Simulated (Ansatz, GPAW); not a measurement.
# Ballistic transport through 1,3-diethynylbenzene between two Ir chains, from relaxation to T(E), part 3 of 4

How well does 1,3-diethynylbenzene between two Ir chains conduct once its atoms have relaxed, and how much do cheaper levels lose?

GPAW 26.7.0 and Ansatz 0.2.0; Ansatz plane waves; relaxation of the junction with the lead ends held (the session's first sound run).

So far. Step 2 (Relaxation): The relaxation lowered the energy of the cell by 2.72 eV.

### 4. GPAW, dzp

Localised orbitals split the wire into layers that couple to their neighbours alone, which is what the Green's function method needs; double zeta with polarisation is the usual level for numbers.

This step: GPAW LCAO, PAW setups; Landauer transmission from Green's functions with principal layers (ASE), zero bias (GPAW 26.7.0).

run.py reads:

```python
import json
import numpy as np
from ase import Atoms
from ase.transport.calculators import TransportCalculator
from gpaw import GPAW, FermiDirac
from gpaw.lcao.tools import get_lcao_hamiltonian
from scipy.linalg import eigh

# The junction with lead layers at both ends, along the third cell vector
device = Atoms(
    ['Ir', 'Ir', 'Ir', 'Ir', 'Ir', 'Ir', 'Ir', 'Ir', 'C', 'C', 'H', 'C', 'C', 'H', 'C', 'C', 'H', 'C', 'C', 'H', 'C', 'C', 'Ir', 'Ir', 'Ir', 'Ir', 'Ir', 'Ir', 'Ir', 'Ir'],
    positions=[
        [8.60990, 4.50000, 1.15000],
        [8.60990, 4.50000, 3.45000],
        [8.60990, 4.50000, 5.75000],
        [8.60990, 4.50000, 8.05000],
        [8.60990, 4.50000, 10.35000],
        [8.60990, 4.50000, 12.65000],
        [9.59610, 4.49780, 14.79541],
        [8.66775, 4.50021, 16.90925],
        [9.18023, 4.49885, 18.79987],
        [9.34565, 4.49847, 20.05410],
        [11.83833, 4.49426, 20.51436],
        [9.86625, 4.49754, 21.40730],
        [11.28842, 4.49507, 21.45463],
        [13.06292, 4.49178, 22.66377],
        [11.97292, 4.49373, 22.66396],
        [9.16765, 4.49878, 22.66382],
        [8.07814, 4.50082, 22.66395],
        [11.28830, 4.49480, 23.87318],
        [9.86624, 4.49739, 23.92039],
        [11.83741, 4.49367, 24.81371],
        [9.34576, 4.49823, 25.27421],
        [9.18035, 4.49848, 26.52854],
        [8.66785, 4.49912, 28.41952],
        [9.59486, 4.49730, 30.53402],
        [8.60990, 4.50000, 32.68065],
        [8.60990, 4.50000, 34.98065],
        [8.60990, 4.50000, 37.28065],
        [8.60990, 4.50000, 39.58065],
        [8.60990, 4.50000, 41.88065],
        [8.60990, 4.50000, 44.18065]],
    cell=[[17.21979, 0.0, 0.0], [0.0, 9.0, 0.0], [0.0, 0.0, 45.33065]],
    pbc=True)

# One principal layer of the lead: the first 5 atoms of the device
lead = Atoms(
    ['Ir', 'Ir', 'Ir', 'Ir', 'Ir'],
    positions=[
        [8.60990, 4.50000, 1.15000],
        [8.60990, 4.50000, 3.45000],
        [8.60990, 4.50000, 5.75000],
        [8.60990, 4.50000, 8.05000],
        [8.60990, 4.50000, 10.35000]],
    cell=[[17.21979, 0.0, 0.0], [0.0, 9.0, 0.0], [0.0, 0.0, 11.5]],
    pbc=True)

settings = dict(mode='lcao', basis='dzp', xc='PBE', h=0.2,
                occupations=FermiDirac(0.1), maxiter=250,
                mixer=dict(beta=0.1, nmaxold=8, weight=100.0),
                convergence=dict(density=0.0001))
energies = np.arange(-2, 2 + 1e-9, 0.025)
eta = 0.0001
n1, n2 = 1, 1
# k and -k transmit alike, so half of the mesh across the current serves
mesh = [(i, j) for i in range(n1) for j in range(n2) if (i, j) <= (-i % n1, -j % n2)]
weights = np.array([1 if (i, j) == (-i % n1, -j % n2) else 2 for i, j in mesh]) / (n1 * n2)


def ground_state(atoms, size, txt):
    atoms.calc = GPAW(kpts={'size': size, 'gamma': True}, symmetry={'tolerance': 1e-3}, txt=txt, **settings)
    atoms.get_potential_energy()
    return atoms.calc.get_fermi_level()


def blocks(atoms, fermi, points, nz, cells):
    """H - E_F S and S between cell 0 and the cells above it, at each point across the current."""
    kz = np.arange(nz) / nz
    calc = atoms.calc.fixed_density(kpts=[(*k, z) for k in points for z in kz], symmetry='off', txt=None)
    H, S = get_lcao_hamiltonian(calc)
    H = (H - fermi * S).reshape(len(H), len(points), nz, *S.shape[1:])
    S = S.reshape(H.shape[1:])
    phases = [np.exp(-2j * np.pi * kz * R) / nz for R in cells]
    return [(np.einsum('skzij,z->ksij', H, p), np.einsum('kzij,z->kij', S, p)) for p in phases]


def pair(a, b):
    return np.block([[a, b], [b.T.conj(), a]])


def count_channels(h, s, cells, nk=240):
    """Half the number of times that the lead's bands cross each energy, unfolded to its shortest repeat."""
    b = len(h) // cells
    bands = []
    for k in (np.arange(nk + 1) + 0.5) / nk:
        hk, sk = h[:b, :b].copy(), s[:b, :b].copy()
        for R in range(1, cells):
            phase, block = np.exp(2j * np.pi * k * R), slice(R * b, (R + 1) * b)
            hk += h[:b, block] * phase + (h[:b, block] * phase).T.conj()
            sk += s[:b, block] * phase + (s[:b, block] * phase).T.conj()
        w, u = eigh(sk)
        x = u[:, w > 1e-5] / w[w > 1e-5]**0.5  # drop near-dependent combinations
        bands.append(np.r_[eigh(x.T.conj() @ hk @ x, eigvals_only=True), [1e9] * (w <= 1e-5).sum()])
    below = np.array(bands)[:, :, None] < energies
    return (below[1:] != below[:-1]).sum((0, 1)) / 2


fermi_lead = ground_state(lead, (1, 1, 10), 'lead.txt')
fermi_device = ground_state(device, (1, 1, 2), 'device.txt')
T, channels, eigen, tail, misfit, shifts = [], [], [], 0.0, 0.0, []
for first in range(0, len(mesh), 123):
    points = [(i / n1, j / n2) for i, j in mesh[first:first + 123]]
    (H0k, S0k), (H1k, S1k), (H2k, _) = blocks(lead, fermi_lead, points, 5, range(3))
    [(Hk, Sk)] = blocks(device, fermi_device, points, 2, [0])
    tail = max(tail, abs(H2k).max())
    for H0, S0, H1, S1, H, S in zip(H0k, S0k, H1k, S1k, Hk, Sk):
        n = len(S0)
        # Shift the lead onto the potential of the device's first layer
        shift = ((H[:, 0, 0] - H0[:, 0, 0]) / S0[0, 0]).real.mean()
        shifts.append(shift)
        misfit = max(misfit, abs(H[:, :n, :n] - H0 - shift * S0).max())
        Tk, Ck, Ek = [], [], []
        for s in range(len(H)):
            t = s % len(H0)  # a lead without moments serves both spins
            h1, s1 = pair(H0[t] + shift * S0, H1[t] + shift * S1), pair(S0, S1)
            leads = dict(h1=h1, s1=s1, energies=energies, eta=eta, eta1=eta, eta2=eta)
            calc = TransportCalculator(h=H[s], s=S, eigenchannels=3, **leads)
            Tk.append(calc.get_transmission())
            Ek.append(np.sort(calc.eigenchannels_ne, axis=0)[::-1])
            Ck.append(count_channels(h1, s1, 10))
        T.append(Tk)
        channels.append(Ck)
        eigen.append(Ek)
T, channels = np.array(T), np.array(channels)
mean, open_channels = np.einsum('kse,k->se', T, weights), np.einsum('kse,k->se', channels, weights)

print(f'basis functions: device {len(S)}, principal layer {n}')
print(f'Fermi level: lead {fermi_lead:.4f} eV, device {fermi_device:.4f} eV; lead shifted by {np.mean(shifts):.4f} eV')
print(f'largest coupling past the next layer {tail:.2e} eV, largest misfit of the first layer {misfit:.3f} eV')
print('  E-E_F (eV)   ' + 'T (one spin)  channels')
for e, t, c in zip(energies, mean.T, open_channels.T):
    print(f'{e:10.3f}  ', *[f'{x:11.4e}' for x in t], *[f'{x:9.4f}' for x in c])

kT = 8.617333e-5 * 300
fine = np.linspace(energies[0], energies[-1], 4001)
both = np.exp(np.interp(fine, energies, np.log(np.maximum(mean.sum(0) * 2 / len(mean), 1e-30))))
fermi = lambda mu: 1 / (1 + np.exp(np.clip((fine - mu) / kT, -200, 200)))
slope = fermi(0) * (1 - fermi(0)) / kT
G = np.trapezoid(both * slope, fine) / 2
seebeck = -np.trapezoid(both * slope * fine, fine) / (2 * G * 300) * 1e6
print(f'conductance at 300 K: {G:.5g} G0 a cell; thermopower {seebeck:.4g} uV/K')
bias = [0.1, 0.2, 0.5, 1.0, 1.5, 2.0]
current = [38.74 * np.trapezoid(both * (fermi(V / 2) - fermi(-V / 2)), fine) for V in bias]
for V, I in zip(bias, current):
    print(f'current from the zero-bias T(E) at {V} V: {I:.5g} uA')
zero = abs(energies).argmin()
json.dump(dict(energies=energies.tolist(), T=mean.tolist(), channels=open_channels.tolist(), G=G, seebeck=seebeck,
               bias=bias, current=current, tail=tail, misfit=misfit, shift=np.mean(shifts), n_device=len(S), n_lead=n,
               fermi=[fermi_lead, fermi_device], energy=device.get_potential_energy(),
               moments=device.get_magnetic_moments().tolist(), mesh=mesh, weights=weights.tolist(),
               T_k=T[:, :, zero].tolist(), eigen=np.array(eigen[0]).tolist()), open('result.json', 'w'))
```

Launch:

```
OMP_NUM_THREADS=1 OPENBLAS_NUM_THREADS=1 python run.py
```

The log of the run:

```text
basis functions: device 582, principal layer 135
Fermi level: lead -4.6041 eV, device -4.4905 eV; lead shifted by 0.0008 eV
largest coupling past the next layer 1.48e-06 eV, largest misfit of the first layer 0.112 eV
  E-E_F (eV)   T (one spin)  channels
    -2.000    4.0305e-02    4.0000
    -1.975    3.2612e-02    4.0000
    -1.950    2.7259e-02    4.0000
    -1.925    2.4408e-02    4.0000
    -1.900    2.4222e-02    4.0000
    -1.875    2.7037e-02    4.0000
    -1.850    3.3673e-02    4.0000
    -1.825    4.4759e-02    4.0000
    -1.800    6.1513e-02    4.0000
    -1.775    8.5207e-02    4.0000
    -1.750    1.1715e-01    4.0000
    -1.725    1.5841e-01    4.0000
    -1.700    2.0951e-01    4.0000
    -1.675    2.6992e-01    4.0000
    -1.650    3.3779e-01    4.0000
    -1.625    4.0988e-01    4.0000
[...]
1.825    3.3401e-05    3.0000
     1.850    3.2425e-05    3.0000
     1.875    2.8868e-05    3.0000
     1.900    2.1532e-05    3.0000
     1.925    8.7395e-06    3.0000
     1.950    3.9202e-07    1.0000
     1.975    3.2404e-07    1.0000
     2.000    2.9107e-07    1.0000
conductance at 300 K: 0.1706 G0 a cell; thermopower 62.88 uV/K
current from the zero-bias T(E) at 0.1 V: 1.3586 uA
current from the zero-bias T(E) at 0.2 V: 2.9165 uA
current from the zero-bias T(E) at 0.5 V: 8.6397 uA
current from the zero-bias T(E) at 1.0 V: 11.766 uA
current from the zero-bias T(E) at 1.5 V: 12.092 uA
current from the zero-bias T(E) at 2.0 V: 12.562 uA
```

Run time: 10 min. Hardware: 1 thread of Arm Neoverse N1, shared host; peak memory 2.6 GiB.

This step gave:

```yaml
conductance: 0.1706 G₀
largest_coupling_past_the_next_principal_layer: 1.48e-6 eV
largest_misfit_of_the_first_principal_layer: 0.1121 eV
shift_that_aligns_the_lead: 8.44e-4 eV
basis_functions_of_the_junction: 582
basis_functions_of_a_principal_layer: 135
transmission_at_the_fermi_level_one_spin: 0.1564
open_channels_of_the_lead_at_the_fermi_level_one_spin: 6
```

One spin. Transmission, zone mean against energy, zero at the Fermi level:

| energy (eV) | transmission, zone mean |
| --- | --- |
| -2.000 | 0.0403 |
| -1.800 | 0.0615 |
| -1.600 | 0.482 |
| -1.450 | 0.724 |
| -1.400 | 0.709 |
| -1.200 | 0.316 |
| -1.000 | 0.0449 |
| -0.800 | 0.0143 |
| -0.600 | 0.0137 |
| -0.400 | 0.0501 |
| -0.200 | 0.433 |
| -0.175 | 0.453 |
| 0.000 | 0.156 |
| 0.200 | 0.134 |
| 0.225 | 0.141 |
| 0.400 | 0.0214 |
| 0.600 | 0.00135 |
| 0.800 | 2.1e-4 |
| 1.000 | 4.2e-5 |
| 1.200 | 6.0e-6 |
| 1.400 | 7.4e-7 |
| 1.600 | 1.2e-5 |
| 1.800 | 3.3e-5 |
| 2.000 | 2.9e-7 |

Crossings of the lead's bands, unfolded to its shortest repeat. The open channels, zone mean by energy, zero at the Fermi level:

| energy (eV) | open channels, zone mean |
| --- | --- |
| -2.000 | 4 |
| -1.800 | 4 |
| -1.600 | 4 |
| -1.400 | 4 |
| -1.200 | 6 |
| -1.000 | 6 |
| -0.800 | 6 |
| -0.600 | 6 |
| -0.400 | 6 |
| -0.200 | 6 |
| 0.000 | 6 |
| 0.200 | 4 |
| 0.400 | 4 |
| 0.600 | 4 |
| 0.800 | 4 |
| 1.000 | 3 |
| 1.200 | 3 |
| 1.400 | 3 |
| 1.600 | 3 |
| 1.800 | 3 |
| 2.000 | 1 |

Not self-consistent under bias; the bias window is split evenly. Table of current through one cell, from the zero-bias transmission by bias:

| bias (V) | current through one cell, from the zero-bias transmission (μA) |
| --- | --- |
| 0.100 | 1.36 |
| 0.200 | 2.92 |
| 0.500 | 8.64 |
| 1.000 | 11.8 |
| 1.500 | 12.1 |
| 2.000 | 12.6 |

Transmission of the three most open eigenchannels against energy, zero at the Fermi level:

| energy (eV) | channel 1 | channel 2 | channel 3 |
| --- | --- | --- | --- |
| -2.000 | 0.0353 | 0.00487 | 1.3e-4 |
| -1.800 | 0.0456 | 0.0158 | 8.7e-5 |
| -1.600 | 0.477 | 0.00533 | 3.4e-5 |
| -1.400 | 0.708 | 9.1e-4 | 1.4e-5 |
| -1.200 | 0.314 | 0.00212 | 3.9e-6 |
| -1.000 | 0.0438 | 0.00112 | 1.1e-6 |
| -0.800 | 0.0132 | 0.00112 | 4.2e-7 |
| -0.600 | 0.0113 | 0.00236 | 2.1e-7 |
| -0.400 | 0.0455 | 0.00467 | 2.0e-7 |
| -0.200 | 0.431 | 0.00218 | 6.5e-7 |
| 0.000 | 0.155 | 0.00141 | 7.0e-7 |
| 0.200 | 0.133 | 0.00114 | 1.4e-7 |
| 0.400 | 0.0212 | 1.9e-4 | 4.9e-8 |
| 0.600 | 0.00131 | 4.9e-5 | 1.9e-8 |
| 0.800 | 1.9e-4 | 1.3e-5 | 6.5e-9 |
| 1.000 | 3.9e-5 | 3.2e-6 | 2.1e-9 |
| 1.200 | 5.2e-6 | 8.6e-7 | 8.6e-10 |
| 1.400 | 3.9e-7 | 3.5e-7 | 7.3e-11 |
| 1.600 | 1.1e-5 | 5.2e-7 | 1.8e-8 |
| 1.800 | 3.1e-5 | 1.5e-6 | 6.1e-8 |
| 2.000 | 2.9e-7 | 2.0e-12 | 0 |

Couplings past the next layer reach 1.5e-6 eV, small enough to drop; the matrix elements of the cell's first layer differ from the bulk lead's by up to 0.11 eV. That layer keeps its own values in the calculation, and only beyond it is the lead taken as perfect. The Fermi levels of lead and junction count from different zeros of potential, one for each periodic cell; with both set to zero, the small remaining shift is what aligns them. Without spin-orbit coupling, which is large for these atoms, channel counts and T are those of the scalar-relativistic bands. By hand: G = 0.1706 × 77.48 μS = 13.2 μS, a resistance of 75.6 kΩ; at 0.1 V a linear junction would pass 1.32 μA, and the integral over the bias window gives 1.36 μA.

### 5. Single-zeta polarised basis

One radial function a shell plus polarisation makes the matrices smaller; the question is what that costs.

run.py, as its differences from that of step 4:

```diff
@@ -57,3 +57,3 @@
 
-settings = dict(mode='lcao', basis='dzp', xc='PBE', h=0.2,
+settings = dict(mode='lcao', basis='szp(dzp)', xc='PBE', h=0.2,
                 occupations=FermiDirac(0.1), maxiter=250,
```

The log of the run:

```text
basis functions: device 346, principal layer 75
Fermi level: lead -4.3198 eV, device -4.5414 eV; lead shifted by 0.0032 eV
largest coupling past the next layer 1.48e-06 eV, largest misfit of the first layer 0.107 eV
  E-E_F (eV)   T (one spin)  [channel counts left out]
    -2.000    1.2189e-01
    -1.975    1.5358e-01
    -1.950    1.9135e-01
    -1.925    2.3570e-01
    -1.900    2.8566e-01
    -1.875    3.3984e-01
    -1.850    3.9626e-01
    -1.825    4.5252e-01
    -1.800    5.0618e-01
    -1.775    5.5498e-01
    -1.750    5.9722e-01
    -1.725    6.3177e-01
    -1.700    6.5804e-01
    -1.675    6.7588e-01
    -1.650    6.8535e-01
    -1.625    6.8663e-01
[...]
1.825    3.3186e-04
     1.850    3.4370e-04
     1.875    3.4075e-04
     1.900    3.1223e-04
     1.925    2.4098e-04
     1.950    9.9495e-05
     1.975    2.5788e-08
     2.000    1.5790e-08
conductance at 300 K: 0.066616 G0 a cell; thermopower 78.36 uV/K
current from the zero-bias T(E) at 0.1 V: 0.54335 uA
current from the zero-bias T(E) at 0.2 V: 1.2469 uA
current from the zero-bias T(E) at 0.5 V: 4.6415 uA
current from the zero-bias T(E) at 1.0 V: 6.6065 uA
current from the zero-bias T(E) at 1.5 V: 6.806 uA
current from the zero-bias T(E) at 2.0 V: 7.0447 uA
```

Run time: 6 min. Hardware: 1 thread; peak memory 2.5 GiB.

Numbers from this step:

| Quantity | Value |
| --- | --- |
| conductance | 0.06662 G₀ |
| largest misfit of the first principal layer | 0.1075 eV |
| shift that aligns the lead | 0.003160 eV |
| basis functions of the junction | 346 |
| basis functions of a principal layer | 75 |
| transmission at the Fermi level (one spin) | 0.05721 |

One spin. The transmission, zone mean by energy, zero at the Fermi level:

energy (eV), log10 transmission, zone mean and a bar from the least value:
```
   -2.000       -0.9 ###########################
   -1.800       -0.3 #############################
   -1.625       -0.2 ##############################
   -1.600       -0.2 ##############################
   -1.400       -0.4 #############################
   -1.200       -1.0 ###########################
   -1.000       -1.7 ########################
   -0.800       -2.1 ######################
   -0.600       -2.0 #######################
   -0.400       -1.4 #########################
   -0.200       -0.5 #############################
    0.000       -1.2 ##########################
    0.200       -1.4 #########################
    0.400       -2.4 #####################
    0.600       -3.6 ################
    0.800       -4.6 #############
    1.000       -5.4 #########
    1.200       -4.8 ############
    1.400       -4.3 ##############
    1.600       -3.9 ###############
    1.800       -3.5 #################
    2.000       -7.8
```

Not self-consistent under bias; the bias window is split evenly. Table of current through one cell, from the zero-bias transmission by bias:

| bias (V) | current through one cell, from the zero-bias transmission (μA) |
| --- | --- |
| 0.100 | 0.543 |
| 0.200 | 1.25 |
| 0.500 | 4.64 |
| 1.000 | 6.61 |
| 1.500 | 6.81 |
| 2.000 | 7.04 |

The transmission of the three most open eigenchannels by energy, zero at the Fermi level:

| energy (eV) | channel 1 | channel 2 | channel 3 |
| --- | --- | --- | --- |
| -2.000 | 0.106 | 0.0155 | 9.5e-6 |
| -1.800 | 0.499 | 0.00713 | 6.0e-6 |
| -1.600 | 0.677 | 0.00290 | 2.5e-6 |
| -1.400 | 0.398 | 8.1e-4 | 9.6e-7 |
| -1.200 | 0.107 | 0.00152 | 3.3e-7 |
| -1.000 | 0.0197 | 9.1e-4 | 1.2e-7 |
| -0.800 | 0.00747 | 8.3e-4 | 4.3e-8 |
| -0.600 | 0.00719 | 0.00191 | 1.8e-8 |
| -0.400 | 0.0330 | 0.00516 | 1.3e-8 |
| -0.200 | 0.325 | 0.00282 | 3.7e-8 |
| 0.000 | 0.0557 | 0.00149 | 7.1e-8 |
| 0.200 | 0.0427 | 0.00138 | 1.8e-8 |
| 0.400 | 0.00351 | 2.2e-4 | 6.8e-9 |
| 0.600 | 1.8e-4 | 5.8e-5 | 3.4e-9 |
| 0.800 | 1.6e-5 | 1.2e-5 | 1.8e-9 |
| 1.000 | 3.2e-6 | 6.2e-7 | 9.0e-10 |
| 1.200 | 1.4e-5 | 5.1e-7 | 3.0e-10 |
| 1.400 | 5.0e-5 | 4.0e-8 | 5.5e-10 |
| 1.600 | 1.4e-4 | 7.1e-8 | 3.7e-9 |
| 1.800 | 3.1e-4 | 9.5e-7 | 2.4e-9 |
| 2.000 | 1.6e-8 | 9.0e-11 | 0 |

The conductance, 0.0666 G₀, lies 61 % below that of the dzp run.

### 6. Minimal basis

One function for each valence shell of the setup, as for a first survey of a large system.

run.py, as its differences from that of step 5:

```diff
@@ -57,3 +57,3 @@
 
-settings = dict(mode='lcao', basis='szp(dzp)', xc='PBE', h=0.2,
+settings = dict(mode='lcao', basis='sz(dzp)', xc='PBE', h=0.2,
                 occupations=FermiDirac(0.1), maxiter=250,
```

The log of the run:

```text
basis functions: device 236, principal layer 60
Fermi level: lead -4.3366 eV, device -4.6240 eV; lead shifted by 0.0053 eV
largest coupling past the next layer 1.47e-06 eV, largest misfit of the first layer 0.066 eV
  E-E_F (eV)   T (one spin)  [channel counts left out]
    -2.000    4.4021e-01
    -1.975    4.9719e-01
    -1.950    5.4873e-01
[...]
1.975    3.2108e-08
     2.000    3.6155e-08
conductance at 300 K: 0.032169 G0 a cell; thermopower 85.8 uV/K
current from the zero-bias T(E) at 0.1 V: 0.26511 uA
current from the zero-bias T(E) at 0.2 V: 0.62603 uA
current from the zero-bias T(E) at 0.5 V: 2.5502 uA
current from the zero-bias T(E) at 1.0 V: 3.6859 uA
current from the zero-bias T(E) at 1.5 V: 3.804 uA
current from the zero-bias T(E) at 2.0 V: 3.9233 uA
```

Wall time 4.4 min (1 thread); peak memory 2.4 GiB.

This step gave:

* conductance: 0.03217 G₀
* largest coupling past the next principal layer: 1.47e-6 eV
* largest misfit of the first principal layer: 0.06591 eV
* shift that aligns the lead: 0.005348 eV
* basis functions of the junction: 236
* basis functions of a principal layer: 60
* transmission at the Fermi level (one spin): 0.02688

The conductance, 0.0322 G₀, lies a factor of 5.3 below that of the dzp run.

### 7. RPBE in the dzp basis: xc = "RPBE"

Back in the dzp basis, the functional changes from PBE to RPBE, to set the spread between functionals beside that between bases.

run.py, as its differences from that of step 6:

```diff
@@ -57,3 +57,3 @@
 
-settings = dict(mode='lcao', basis='sz(dzp)', xc='PBE', h=0.2,
+settings = dict(mode='lcao', basis='dzp', xc='RPBE', h=0.2,
                 occupations=FermiDirac(0.1), maxiter=250,
```

The log of the run:

```text
basis functions: device 582, principal layer 135
Fermi level: lead -4.5124 eV, device -4.4021 eV; lead shifted by 0.0010 eV
largest coupling past the next layer 1.47e-06 eV, largest misfit of the first layer 0.116 eV
  E-E_F (eV)   T (one spin)  [channel counts left out]
    -2.000    3.9474e-02
    -1.975    3.4612e-02
    -1.950    2.9412e-02
[...]
1.975    3.7378e-07
     2.000    3.2879e-07
conductance at 300 K: 0.16324 G0 a cell; thermopower 63.83 uV/K
current from the zero-bias T(E) at 0.1 V: 1.3015 uA
current from the zero-bias T(E) at 0.2 V: 2.8071 uA
current from the zero-bias T(E) at 0.5 V: 8.4839 uA
current from the zero-bias T(E) at 1.0 V: 11.7 uA
current from the zero-bias T(E) at 1.5 V: 12.034 uA
current from the zero-bias T(E) at 2.0 V: 12.499 uA
```

Wall time 10 min (1 thread); peak memory 2.6 GiB.

This step gave:

```yaml
conductance: 0.1632 G₀
largest_misfit_of_the_first_principal_layer: 0.1160 eV
shift_that_aligns_the_lead: 0.001013 eV
basis_functions_of_the_junction: 582
basis_functions_of_a_principal_layer: 135
transmission_at_the_fermi_level_one_spin: 0.1493
```

The conductance, 0.163 G₀, lies 4.3 % below that of the dzp run.

[end of part 3 of 4]

[Logs are printed without paths, hosts, clocks, repeated set-up lines and the standing remarks that a program may print on its own settings, such as how far it seeks lower states.]

[Hosts, paths, dates, database ids (printed as entryN), source tags and the programs' standing remarks are cut or masked in the printed files.]
